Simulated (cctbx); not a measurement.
# X-rays or neutrons for the lightest atoms?

Cell a = 5.7890 Å, b = 5.7540 Å, c = 10.0640 Å, α = 90.00°, β = 124.19°, γ = 90.00°; space group P2_1/c (no. 14); content Pb2 Re2 Ca4 O12. The heavier atoms are placed; O is still missing.

The data are simulated with cctbx, not measured: Mo Kα, λ = 0.71073 Å, to d = 0.8 Å, 80 % of the full sphere, strongest reflection 20000 counts, noise from counting, a 1.5 % proportional error and a noise floor of 4 counts (s.d.); no absorption.

Refinement without O (map in e/Å³):

```text
Rint 0.014, 562 unique reflections to 0.80 A
cycle     R1     wR2    GooF  max shift (A)
   1  0.1778  0.3481  14.500   0.02823
   5  0.0973  0.1767   7.360   0.00019
final R1 0.0973 wR2 0.1767 GooF 7.360  parameters 6  data/parameter 93.7
atom        x        y        z      Ueq    occ   su(xyz)  su(Uiso or U11)
Pb1    0.00000  0.00000  0.50000   0.0025  1.000  0.00000  0.0005
Re1    0.50000  0.00000  0.00000   0.0011  1.000  0.00000  0.0005
Ca1    0.23697  0.01071  0.25122   0.0041  1.000  0.00159  0.0011
difference map: max 14.98 min -5.01 rms 1.53
Q1    0.3205  0.9996  0.7673    4   15.31  1.96 A from Re1
Q2    0.2555  0.7439  0.4983    4   14.82  1.99 A from Re1
Q3    0.2209  0.2120  0.9802    4   13.52  1.94 A from Re1
Q4    0.0000  0.0000  0.5000    2    6.66  0.00 A from Pb1
Q5    0.1805  0.0417  0.2516    4    6.51  0.37 A from Ca1
Q6    0.1443  0.5251  0.2414    4    5.05  2.08 A from Pb1
Q7    0.5000  0.0000  0.0000    2    4.61  0.00 A from Re1
Q8    0.2150  0.1353  0.7751    4    2.08  2.06 A from Re1
```

Simulated single-crystal data (cctbx): neutrons of λ = 1.17 Å, to d = 0.8 Å, 80 % of the full sphere, strongest reflection 5000 counts, noise from counting, a 1.5 % proportional error and a noise floor of 4 counts (s.d.); no absorption.

Refinement without O (map in fm/Å³; only maxima are listed):

```text
Rint 0.032, 562 unique reflections to 0.80 A
cycle     R1     wR2    GooF  max shift (A)
   1  0.6869  0.8692  21.354   0.00000
   5  0.6276  0.8653  21.259   0.00000
final R1 0.6276 wR2 0.8653 GooF 21.259  parameters 6  data/parameter 93.7
atom        x        y        z      Ueq    occ   su(xyz)  su(Uiso or U11)
Pb1    0.00000  0.00000  0.50000   0.0189  1.000  0.00000  0.0044
Re1    0.50000  0.00000  0.00000   0.0928  1.000  0.00000  0.0118
Ca1    0.13488  0.21945  0.37816   0.7925  1.000  0.22993  0.5285
difference map: max 43.27 min -12.93 rms 2.49
Q1    0.0000  0.0000  0.5000    2   43.27  0.00 A from Pb1
Q2    0.2446  0.9992  0.2469    4   21.59  2.17 A from Ca1
Q3    0.5000  0.0000  0.0000    2   17.62  0.00 A from Re1
Q4    0.2443  0.2449  0.9960    4   14.21  1.00 A from Ca1
Q5    0.1753  0.0036  0.7375    4   12.99  1.97 A from Ca1
Q6    0.2565  0.7434  0.0040    4   12.75  2.03 A from Pb1
Q7    0.1406  0.2102  0.3717    4   12.40  0.10 A from Ca1
Q8    0.3252  0.9994  0.7608    4   11.43  2.02 A from Re1
```

**Question.** Where is O, and which data fix it better?

O sits at (0.6809, 0.4956, 0.7394), (0.2102, 0.2105, 0.9716) and (0.2558, 0.7444, 0.9786). Adding it takes R1 from 0.097 to 0.013 with X-rays and from 0.628 to 0.025 with neutrons. Its largest coordinate s.u. is 0.00084 with X-rays and 0.00019 with neutrons, so neutrons fix it better in these data. In the X-ray map Q1, Q2 and Q3 mark it. In the neutron map Q4, Q6 and Q8 mark it.

Final neutron refinement:

```text
Rint 0.032, 562 unique reflections to 0.80 A
cycle     R1     wR2    GooF  max shift (A)
   1  0.1399  0.2824   7.013   0.04215
   2  0.0245  0.0515   1.279   0.00000
final R1 0.0245 wR2 0.0515 GooF 1.279  parameters 18  data/parameter 31.2
atom        x        y        z      Ueq    occ   su(xyz)  su(Uiso or U11)
Pb1    0.00000  0.00000  0.50000   0.0039  1.000  0.00000  0.0002
Re1    0.50000  0.00000  0.00000   0.0034  1.000  0.00000  0.0002
Ca1    0.23523  0.01206  0.24854   0.0062  1.000  0.00021  0.0002
O1     0.68071  0.49569  0.73944   0.0070  1.000  0.00018  0.0002
O2     0.21030  0.21054  0.97165   0.0073  1.000  0.00019  0.0002
O3     0.25590  0.74441  0.97857   0.0085  1.000  0.00018  0.0002
difference map: max 0.74 min -0.71 rms 0.14
Q1    0.1299  0.2220  0.9171    4    0.80  0.48 A from O2
Q2    0.2819  0.1927  0.0299    4    0.64  0.50 A from O2
Q3    0.3232  0.0290  0.2423    4    0.58  0.56 A from Ca1
Q4    0.3293  0.7373  0.3882    4    0.50  1.21 A from O3
Q5    0.1552  0.0398  0.2519    4    0.49  0.51 A from Ca1
Q6    0.1655  0.6961  0.4512    4    0.43  0.55 A from O3
```

The model was made for the exercise: a known structure type with other elements put in, its volume estimated, not relaxed; displacement parameters are assumed.

[Middle refinement cycles are left out of these outputs.]

[Logs are printed without paths, hosts, clocks, repeated set-up lines and the standing remarks that a program may print on its own settings, such as how far it seeks lower states.]
